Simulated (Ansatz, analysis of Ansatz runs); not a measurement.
# MgB2C2 (Pnnm), Be_i hop between interstitial places: barriers by charge state

Aim: compare the barrier of one jump in MgB2C2 (Pnnm) across charge states. The case: Be_i hop between interstitial places, in a cell of 60 host atoms with 1 Be put in.

Program: analysis of Ansatz runs 0.2.0. Level of theory: migration barriers of one hop by charge state from climbing-image bands, PBEsol; no image-charge correction, which largely cancels along a path. Results are calculated unless marked as measured.

### 1. Set-up

The cell holds 61 atoms: 12 Mg, 24 B, 24 C and 1 Be. Its edges and angles: a = 8.529 Å, b = 8.529 Å, c = 8.298 Å, α = 90.0°, β = 90.0°, γ = 65.6°. It derives from MgB2C2 (space group Pnnm). Nearest the centre at fractional (0.770, 0.185, 0.333): Be61 at 1.37 Å, B32 at 1.61 Å, C38 at 1.78 Å, Mg23 at 1.94 Å, B30 at 1.98 Å, C15 at 2.53 Å, C35 at 2.53 Å, C13 at 2.53 Å.

As a file:

```xyz
61
Lattice="4.6170 7.1710 0.0000 -4.6170 7.1710 0.0000 0.0000 0.0000 8.2977" Properties=species:S:1:pos:R:3 pbc="T T T"
Mg   -2.3085    3.5855    1.3829
Mg    2.3085    3.5855    1.3829
Mg    0.0000    0.0000    0.0000
Mg    0.0000    7.1710    0.0000
B    -0.5350    5.2320    1.3829
B    -0.5350   12.4030    1.3829
B     0.5350    1.9390    1.3829
B     0.5350    9.1100    1.3829
B    -1.7735    8.8175    0.0000
B     2.8435    8.8175    0.0000
B    -2.8435    5.5245    0.0000
B     1.7735    5.5245    0.0000
C    -0.9958    1.5835    1.3829
C    -0.9958    8.7545    1.3829
C     0.9958    5.5875    1.3829
C     0.9958   12.7585    1.3829
C    -1.3128    5.1690    0.0000
C     3.3043    5.1690    0.0000
C    -3.3043    9.1730    0.0000
C     1.3128    9.1730    0.0000
Mg   -2.3085    3.5855    4.1488
Mg    2.3085    3.5855    4.1488
Mg    0.0000    0.0000    2.7659
Mg    0.0000    7.1710    2.7659
B    -0.5350    5.2320    4.1488
B    -0.5350   12.4030    4.1488
B     0.5350    1.9390    4.1488
B     0.5350    9.1100    4.1488
B    -1.7735    8.8175    2.7659
B     2.8435    8.8175    2.7659
B    -2.8435    5.5245    2.7659
B     1.7735    5.5245    2.7659
C    -0.9958    1.5835    4.1488
C    -0.9958    8.7545    4.1488
C     0.9958    5.5875    4.1488
C     0.9958   12.7585    4.1488
C    -1.3128    5.1690    2.7659
C     3.3043    5.1690    2.7659
C    -3.3043    9.1730    2.7659
C     1.3128    9.1730    2.7659
Mg   -2.3085    3.5855    6.9147
Mg    2.3085    3.5855    6.9147
Mg    0.0000    0.0000    5.5318
Mg    0.0000    7.1710    5.5318
B    -0.5350    5.2320    6.9147
B    -0.5350   12.4030    6.9147
B     0.5350    1.9390    6.9147
B     0.5350    9.1100    6.9147
B    -1.7735    8.8175    5.5318
B     2.8435    8.8175    5.5318
B    -2.8435    5.5245    5.5318
B     1.7735    5.5245    5.5318
C    -0.9958    1.5835    6.9147
C    -0.9958    8.7545    6.9147
C     0.9958    5.5875    6.9147
C     0.9958   12.7585    6.9147
C    -1.3128    5.1690    5.5318
C     3.3043    5.1690    5.5318
C    -3.3043    9.1730    5.5318
C     1.3128    9.1730    5.5318
Be    2.7017    6.8441    1.3918
```

The cell's shortest repeat is 8.3 Å.

### 2. The bands

Climbing-image bands with Ansatz at one point at (¼, ¼, ¼), on 4 threads of Arm Neoverse N1, shared host:

| charge | moment (μB) | images | iterations | energies along the band (eV) | time |
| --- | --- | --- | --- | --- | --- |
| +2 | 0 | 5 | 11 | 0.00, 0.26, 0.74, 1.24, 0.76, 0.24, 0.00 | 15 min |
| 0 | 0 | 5 | 19 | 0.00, 0.41, 0.79, 0.72, 0.35, 0.11, 0.00 | 23 min |

### 3. Barriers and rates

Arrhenius rates with an assumed prefactor of 1e13 per second. Table of hop rate by temperature:

| temperature (K) | charge +2 (1/s) | charge +0 (1/s) |
| --- | --- | --- |
| 200 | 5.4e-19 | 1.2e-7 |
| 300 | 1.4e-8 | 0.517 |
| 400 | 0.00232 | 1084 |
| 600 | 377 | 2.3e6 |
| 800 | 1.5e5 | 1.0e8 |
| 1000 | 5.6e6 | 1.0e9 |

### 4. Outcome

```
barrier at charge plus 2 : 1.24 eV
barrier at charge 0      : 0.79 eV
```

The barrier is lowest at charge 0 (0.79 eV) and highest at +2 (1.24 eV). No image-charge correction is applied. What this leaves open: one k-point off the zone centre stands for the whole zone; periodic copies of the defect are only 8.3 Å apart.

[Logs are printed without paths, hosts, clocks, repeated set-up lines and the standing remarks that a program may print on its own settings, such as how far it seeks lower states.]

[Hosts, paths, dates, database ids (printed as entryN), source tags and the programs' standing remarks are cut or masked in the printed files.]
